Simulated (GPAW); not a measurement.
# SiC (Moissanite 3C): optical spectrum from first principles

Aim: the dielectric function of SiC (Moissanite 3C), and the optical constants that follow from it.

Calculated with GPAW 26.7.0; DFT, revPBE, plane-wave PAW (GPAW data sets), scalar-relativistic, RPA, optical limit.

## 1. Starting point

Symmetry: F-43m, No. 216, cubic system. Conventional cell: a = 4.358 Å, b = 4.358 Å, c = 4.358 Å, α = 90.00°, β = 90.00°, γ = 90.00°. Nearest to Si lie 4 C at 1.89 Å. C has 4 Si at 1.89 Å nearest. Farther neighbours are not listed.

## 2. Ground state

The self-consistent density comes first; it also tells whether there is a gap, which decides the occupations and the need for a Drude term.

This step: DFT, revPBE, plane-wave PAW (GPAW data sets), scalar-relativistic, ground state (GPAW 26.7.0).

The input, gs.py:

```python
from ase import Atoms
from ase.dft.bandgap import bandgap
from gpaw import GPAW, PW, FermiDirac

atoms = Atoms(['Si', 'C'],
              cell=[[0.00000000, 2.17900000, 2.17900000],
                    [2.17900000, 0.00000000, 2.17900000],
                    [2.17900000, 2.17900000, 0.00000000]],
              scaled_positions=[[0.00000000, 0.00000000, 0.00000000],
                                [0.75000000, 0.75000000, 0.75000000]],
              pbc=[True, True, True])
atoms.calc = GPAW(mode=PW(500), xc='revPBE', kpts={'size': (9, 9, 9), 'gamma': True},
                  occupations=FermiDirac(0.05), maxiter=150, txt='gs.txt')
print('energy (eV)', atoms.get_potential_energy())
print('Fermi level (eV)', atoms.calc.get_fermi_level())
print('valence electrons', atoms.calc.get_number_of_electrons())
print('gap (eV)', bandgap(atoms.calc, output=None)[0])
print('direct gap (eV)', bandgap(atoms.calc, direct=True, output=None)[0])
atoms.calc.write('gs.gpw')
```

Run with:

```console
> OMP_NUM_THREADS=1 python gs.py
```

Numbers of over 12 decimals in the logs are rounded to 6 here.

The log of the run:

```text
__  _  _
 | _ |_)|_||  |
 |__||  | ||/\| - 26.7.0

Versions:
  Python: 3.12.14
  ASE:    3.29.0
  Numpy:  2.5.5
  Scipy:  1.18.1
  Libxc:  7.0.0

Input parameters:
  mode=PW(ecut=500.0),
  kpts=MonkhorstPack(size=(9, 9, 9), gamma=True),
  maxiter=150,
  occupations=Occupations(name='fermi-dirac', width=0.05, fixmagmom=False),
  xc=XC(name='revPBE')

Diagonalizing LCAO Hamiltonian
Converting LCAO to pw mode

                 C

       Si

Atoms  # Å, Bohr magnetons
|   | symbol |        x |        y |        z |    initial magnetic moments |
| 0 |     Si | 0.000000 | 0.000000 | 0.000000 | ( 0.0000,  0.0000,  0.0000) |
| 1 |      C | 3.268500 | 3.268500 | 3.268500 | ( 0.0000,  0.0000,  0.0000) |

Unit cell  # Å
| periodic |        x |        y |        z |  lengths |    angles |
|      yes | 0.000000 | 2.179000 | 2.179000 | 3.081571 | 60.000000 |
|      yes | 2.179000 | 0.000000 | 2.179000 | 3.081571 | 60.000000 |
|      yes | 2.179000 | 2.179000 | 0.000000 | 3.081571 | 60.000000 |

Number of symmetries: 24
Symmetry operations  # r_c * U_cc + t_c -> r_c
|    | kind |            matrix            |
|  0 |  E   |  1, 0, 0,  0, 1, 0,  0, 0, 1 |
|  1 |  σ   |  1, 0, 0,  0, 0, 1,  0, 1, 0 |
|  2 |  σ   |  1, 0,-1,  0, 1,-1,  0, 0,-1 |
|  3 |  C3  |  1, 0,-1,  0, 0,-1,  0, 1,-1 |
|  4 |  C3  |  1,-1, 0,  0,-1, 1,  0,-1, 0 |
|  5 |  σ   |  1,-1, 0,  0,-1, 0,  0,-1, 1 |
|  6 |  σ   |  0, 1, 0,  1, 0, 0,  0, 0, 1 |
|  7 |  C3  |  0, 1, 0,  0, 0, 1,  1, 0, 0 |
|  8 |  C2  |  0, 1,-1,  1, 0,-1,  0, 0,-1 |
|  9 |  S4  |  0, 1,-1,  0, 0,-1,  1, 0,-1 |
| 10 |  C3  |  0, 0, 1,  1, 0, 0,  0, 1, 0 |
| 11 |  σ   |  0, 0, 1,  0, 1, 0,  1, 0, 0 |
| 12 |  S4  |  0, 0,-1,  1, 0,-1,  0, 1,-1 |
| 13 |  C3  |  0, 0,-1,  0, 1,-1,  1, 0,-1 |
| 14 |  S4  |  0,-1, 1,  1,-1, 0,  0,-1, 0 |
| 15 |  C2  |  0,-1, 1,  0,-1, 0,  1,-1, 0 |
| 16 |  C3  |  0,-1, 0,  1,-1, 0,  0,-1, 1 |
| 17 |  S4  |  0,-1, 0,  0,-1, 1,  1,-1, 0 |
| 18 |  S4  | -1, 1, 0, -1, 0, 1, -1, 0, 0 |
| 19 |  C3  | -1, 1, 0, -1, 0, 0, -1, 0, 1 |
| 20 |  C3  | -1, 0, 1, -1, 1, 0, -1, 0, 0 |
| 21 |  S4  | -1, 0, 1, -1, 0, 0, -1, 1, 0 |
| 22 |  σ   | -1, 0, 0, -1, 1, 0, -1, 0, 1 |
| 23 |  C2  | -1, 0, 0, -1, 0, 1, -1, 1, 0 |

BZ-sampling:
  Number of BZ points: 729
  Number of IBZ points: 35

  Monkhorst-Pack size: [9, 9, 9]
  Monkhorst-Pack shift: [0, 0, 0]

K-points  # in reciprocal-cell coordinates
|     |                                coordinates |     weight |
|   0 | (  0.00000000,   0.00000000,   0.00000000) | 0.00137174 |
|   1 | (  0.11111111,   0.11111111,   0.00000000) | 0.00823045 |
|   2 | (  0.11111111,   0.11111111,   0.11111111) | 0.01097394 |
|   3 | (  0.22222222,   0.11111111,   0.11111111) | 0.01646091 |
|   4 | (  0.22222222,   0.22222222,   0.00000000) | 0.00823045 |
|   5 | (  0.22222222,   0.22222222,   0.11111111) | 0.03292181 |
|   6 | (  0.22222222,   0.22222222,   0.22222222) | 0.01097394 |
|   7 | (  0.33333333,   0.22222222,   0.11111111) | 0.03292181 |
|   8 | (  0.33333333,   0.22222222,   0.22222222) | 0.03292181 |
|   9 | (  0.33333333,   0.33333333,  -0.33333333) | 0.01646091 |
| ... |                                            |            |
|  34 | (  0.44444444,   0.44444444,   0.44444444) | 0.01097394 |

Plane wave coefficients: 534
Cutoff: 500.0 eV

Spin-components: 1 (collinear spins)
Bands:           8
Projectors:      10
Spin-degeneracy: 2
Datatype:        complex128

Parallelization:
  kpt:    1
  domain: 1
  band:   1

Density:
  Valence electrons: 8.0
  Components: 1
  Grid points: [16 16 16]
  Charge: 0.0  # |e|

Potential:
  Grid points: [16 16 16]

species:
  Si:
    name:    Silicon
    id:
    Z:       14.0
    valence: 4
    core:    10
    charge:  0.0  # [|e|]
    compensation charges:
      type: gauss
      rc: 0.33  # [Å]
      lmax: 2
    cutoffs:
      filter: 1.86  # [Å]
      core: 2.06  # [Å]
    projectors
    | kind |    occ | energy [eV] | rcut [Å] |
    |   3s |  2.000 |     -10.782 |    1.058 |
    |   3p |  2.000 |      -4.060 |    1.058 |
    |    s |        |      16.430 |    1.058 |
    |    p |        |      23.151 |    1.058 |
    |    d |        |       0.000 |    1.058 |

    Using partial waves for Si as LCAO basis

  C:
    name:    Carbon
    id:
    Z:       6.0
    valence: 4
    core:    2
    charge:  0.0  # [|e|]
    compensation charges:
      type: gauss
      rc: 0.20  # [Å]
      lmax: 2
    cutoffs:
      filter: 1.14  # [Å]
      core: 1.14  # [Å]
    projectors
    | kind |    occ | energy [eV] | rcut [Å] |
    |   2s |  2.000 |     -13.783 |    0.635 |
    |   2p |  2.000 |      -5.237 |    0.635 |
    |    s |        |      13.429 |    0.635 |
    |    p |        |      21.974 |    0.635 |
    |    d |        |       0.000 |    0.635 |

    Using partial waves for C as LCAO basis

Reference energy: -8917.763755  # eV

eigensolver:
  PPCG
  Converge bands: occupied
  niter=2

density mixing:
  MSR1-Mixer
  Pratt-step length: 0.05
  Maximum mixing coefficient: 0.75
  Old densities: 10
  SVD Regularization: 0.005
  Good broyden scale: 1.0
  Trust region scale: 1.0
  Backstep threshold: 4.0
  History deletion threshold: 6.0
  Fourier metric: weight=20.0, sigma=0.015

occupation numbers:
  Fermi-Dirac:
    width: 0.0500  # eV

poisson solver:
  ecut: 4000.0  # eV

xc functional:
  name: revPBE with 2 nearest neighbor stencil

convergence criteria:
- Maximum [total energy] change in last 3 cyles: 0.0005 eV / valence electron
- Maximum integral of absolute [dens]ity change: 0.0001 electrons / valence electron
- Maximum integral of absolute [eigenst]ate change: 4e-08 eV^2 / valence electron
maximum number of iterations: 150

SCF iterations
|iter     |      energy | eigst |  dens |
|iter:   1||  -15.838683 | -0.16 |       |
|iter:   2||  -15.478016 | -2.23 | -0.57 |
|iter:   3||  -14.272564 | -0.89 | -0.61 |
|iter:   4||  -14.281769 | -2.83 | -1.32 |
|iter:   5||  -14.285879 | -3.45 | -1.68 |
|iter:   6||  -14.285956 | -5.39 | -2.69 |
|iter:   7||  -14.285964c| -6.49 | -3.24 |
|iter:   8||  -14.285964c| -8.04c| -4.10c|

Converged in 8 steps
SCF loop duration: 2.406 s (0.301 s/step)
Energy contributions relative to reference atoms: (reference = -8917.763755)

Energy contributions:
  Kinetic:          16.521101
  Coulomb:         -13.932912
  Zero:             -0.024229
  External:          0.000000
  Xc:              -16.849924
  Entropy:          -0.000000
  Spinorbit:         0.000000
  ----------------------------
  Free energy:     -14.285964
  Extrapolated:    -14.285964

dipole moment: (-8.033990, -8.033990, -8.033990)  # |e|*Ang

Fermi level: 9.072
Eigenvalues  # (at kpt = [0.000, 0.000, 0.000])
| band index |      eig [eV] | occ [0-2] |
|          0 |        -7.112 |     2.000 |
|          1 |         8.327 |     2.000 |
|          2 |         8.327 |     2.000 |
|          3 |         8.327 |     2.000 |
|          4 |        14.583 |     0.000 |
|          5 |        15.656 |     0.000 |
|          6 |        15.656 |     0.000 |
|          7 |        15.656 |     0.000 |

Gap: 1.500 eV
Transition (v -> c):
  (s=0, k=0, n=3, [0.00, 0.00, 0.00]) -> (s=0, k=30, n=4, [0.44, 0.44, 0.00])
Direct/indirect transitions are different
Direct gap: 4.629 eV
Transition at: (s=0, k=30, n=3, [0.44, 0.44, 0.00])

--- standard output ---
energy (eV) -14.285964
Fermi level (eV) 9.071773
valence electrons 8.0
gap (eV) 1.500014
direct gap (eV) 4.629307
```

The job ended after 3.9 s (1 thread of Arm Neoverse V1, shared host; peak memory 0.12 GiB).

This step gave:

```
energy                 : -14.29 eV
Fermi energy           : 9.072 eV
gap on the k-mesh      : 1.500 eV
direct gap on the mesh : 4.629 eV
electrons              : 8
```

There is a gap, 1.50 eV on this mesh (points off the mesh can give less), so no carriers' term is needed.

## 3. Bands for the response

At the fixed density, many empty bands are solved on the mesh of the response, since the spectrum sums over them.

This step: DFT, revPBE, plane-wave PAW (GPAW data sets), scalar-relativistic, bands at fixed density (GPAW 26.7.0).

The input, nscf.py:

```python
from ase.dft.bandgap import bandgap
from gpaw import GPAW, FermiDirac

calc = GPAW('gs.gpw').fixed_density(kpts={'size': (16, 16, 16), 'gamma': True}, nbands=23, convergence={'bands': 17},
                                    occupations=FermiDirac(0.001), txt='nscf.txt')
print('gap (eV)', bandgap(calc, output=None)[0])
print('direct gap (eV)', bandgap(calc, direct=True, output=None)[0])
print('top band over the Fermi level (eV)', min(calc.get_eigenvalues(kpt=k)[16] for k in range(len(calc.get_ibz_k_points()))) - calc.get_fermi_level())
calc.write('full.gpw', mode='all')
```

Run with:

```console
> OMP_NUM_THREADS=1 python nscf.py
```

The log of the run:

```text
Diagonalizing LCAO Hamiltonian
Converting LCAO to pw mode
convergence criteria:
- Maximum integral of absolute [eigenst]ate change: 4e-08 eV^2 / valence electron
maximum number of iterations: 150

SCF iterations
|iter     |      energy | eigst |  dens |
|iter:   1||             | +2.98 |       |
|iter:   2||             | +1.20 |       |
|iter:   3||             | -1.24 |       |
|iter:   4||             | -2.98 |       |
|iter:   5||             | -5.01 |       |
|iter:   6||             | -6.61 |       |
|iter:   7||             | -7.68c|       |
SCF steps: 7
  __  _  _
 | _ |_)|_||  |
 |__||  | ||/\| - 26.7.0

Versions:
  Python: 3.12.14
  ASE:    3.29.0
  Numpy:  2.5.5
  Scipy:  1.18.1
  Libxc:  7.0.0

Input parameters:
  mode=PW(ecut=500.0),
  convergence={'bands': 17},
  gpts=array([16, 16, 16]),
  kpts=MonkhorstPack(size=(16, 16, 16), gamma=True),
  maxiter=150,
  nbands=23,
  occupations=Occupations(name='fermi-dirac', width=0.001, fixmagmom=False),
  parallel={},
  xc=XC(name='revPBE')

--- standard output ---
gap (eV) 1.353565
direct gap (eV) 4.548912
top band over the Fermi level (eV) 26.894866
```

Elapsed: 22 s, on 1 thread; peak memory 0.17 GiB.

Numbers from this step:

| Property | Result |
| --- | --- |
| gap on the k-mesh | 1.354 eV |
| direct gap on the mesh | 4.549 eV |

## 4. Dielectric function, RPA

Transitions between filled and empty bands, summed over the zone, give the optical response, so mesh, band count and broadening shape it.

The induced potential is part of this response.

This step: DFT, revPBE, plane-wave PAW (GPAW data sets), scalar-relativistic, RPA, optical limit (GPAW 26.7.0).

The input, df.py:

```python
from gpaw.response.df import DielectricFunction

df = DielectricFunction('full.gpw', frequencies={'type': 'nonlinear', 'domega0': 0.03, 'omega2': 8},
                        ecut=80,
                        eta=0.15,
                        nbands=17,
                        txt='df.txt')
for direction in ['x']:
    df.get_dielectric_function(xc='RPA', direction=direction, filename=f'df_{direction}.csv')
```

Run with:

```console
> OMP_NUM_THREADS=1 python df.py
```

The log of the run:

```text
Using integrator: PointIntegrator
NonLinearFrequencyDescriptor(from 0.000 to 49.845 eV, 465 points)
Nonperiodic BCs:  [False False False]
Using integrator: PointIntegrator
NonLinearFrequencyDescriptor(from 0.000 to 49.845 eV, 465 points)
Nonperiodic BCs:  [False False False]

Calculating chi0 body with:
    Ground state adapter containing:
    Number of spins: 1
    Number of kpoints: 4096
    Number of irreducible kpoints: 145
    Number of completely occupied states: 4
    Number of partially occupied states: 4

    Linear response parametrization:
    q_c: [0.0, 0.0, 0.0]
    Number of frequency points: 465
    Planewave cutoff: 80.0
    Number of bands: 17
    Number of planewaves: 27
    Broadening (eta): 0.15

Integrating chi0 body.

Symmetries of q_c:
    Direct symmetries (Uq -> q): 24
    Indirect symmetries (TUq -> q): 24
In total 48 allowed symmetries.

145 groups of equivalent kpoints. 96.4599609375% reduction.

Integral kind: spectral function

Calculating chi0 optical extensions with:
    Ground state adapter containing:
    Number of spins: 1
    Number of kpoints: 4096
    Number of irreducible kpoints: 145
    Number of completely occupied states: 4
    Number of partially occupied states: 4

    Linear response parametrization:
    Number of frequency points: 465
    Planewave cutoff: 80.0
    Number of bands: 17
    Number of planewaves: 27
    Broadening (eta): 0.15
Integrating chi0 head and wings.

Symmetries of q_c:
    Direct symmetries (Uq -> q): 24
    Indirect symmetries (TUq -> q): 24
In total 48 allowed symmetries.

145 groups of equivalent kpoints. 96.4599609375% reduction.

Integral kind: spectral function wings
```

Wall time 4.8 s (1 thread); peak memory 0.21 GiB.

This step gave:

```
electronic dielectric constant ε∞, mean over x, y and z (by symmetry where fewer were run) : 6.600
main peak of Im epsilon, first axis                                                        : 6.922 eV
centre of weight of the strongest loss peak in the window                                  : 22.73 eV
```

Some rows of df_x.csv (energy; Re and Im without local fields; Re and Im with them):

```text
0.000000, 7.078568, 0.000000, 6.599944, 0.000000
0.555532, 7.114163, 0.019398, 6.631602, 0.017250
1.143969, 7.233038, 0.041849, 6.737269, 0.037181
1.768324, 7.464233, 0.070707, 6.942515, 0.062714
2.431988, 7.863088, 0.112882, 7.295804, 0.099839
3.138794, 8.547899, 0.186455, 7.900130, 0.164145
3.893091, 9.843181, 0.365994, 9.036018, 0.319647
4.699832, 12.600238, 2.029950, 11.426263, 1.754409
5.564682, 14.143594, 6.476369, 12.828522, 5.504436
6.494155, 13.836158, 17.615663, 13.619904, 14.933581
7.495775, 0.451442, 10.859329, 0.330863, 9.953371
8.578281, -3.860498, 10.937893, -2.606669, 10.043993
9.751884, -4.905609, 7.025707, -3.621527, 7.055966
11.028587, -3.547282, 3.020010, -3.161579, 3.265349
12.422601, -2.793135, 2.123809, -2.518792, 2.349398
13.950874, -1.891159, 1.591022, -1.664754, 1.750100
15.633783, -1.314915, 1.022751, -1.170135, 1.190874
17.496047, -0.821578, 0.536630, -0.803648, 0.651987
19.567954, -0.388053, 0.304938, -0.385471, 0.367861
21.887015, -0.000944, 0.198850, 0.012189, 0.225708
24.500258, 0.181204, 0.211395, 0.171821, 0.263975
```

(Part 1 of 2 ends here.)

[Machine, clock and banner lines and Python warnings are left out of the logs.]

[Logs are printed without paths, hosts, clocks, repeated set-up lines and the standing remarks that a program may print on its own settings, such as how far it seeks lower states.]

[Hosts, paths, dates, database ids (printed as entryN), source tags and the programs' standing remarks are cut or masked in the printed files.]
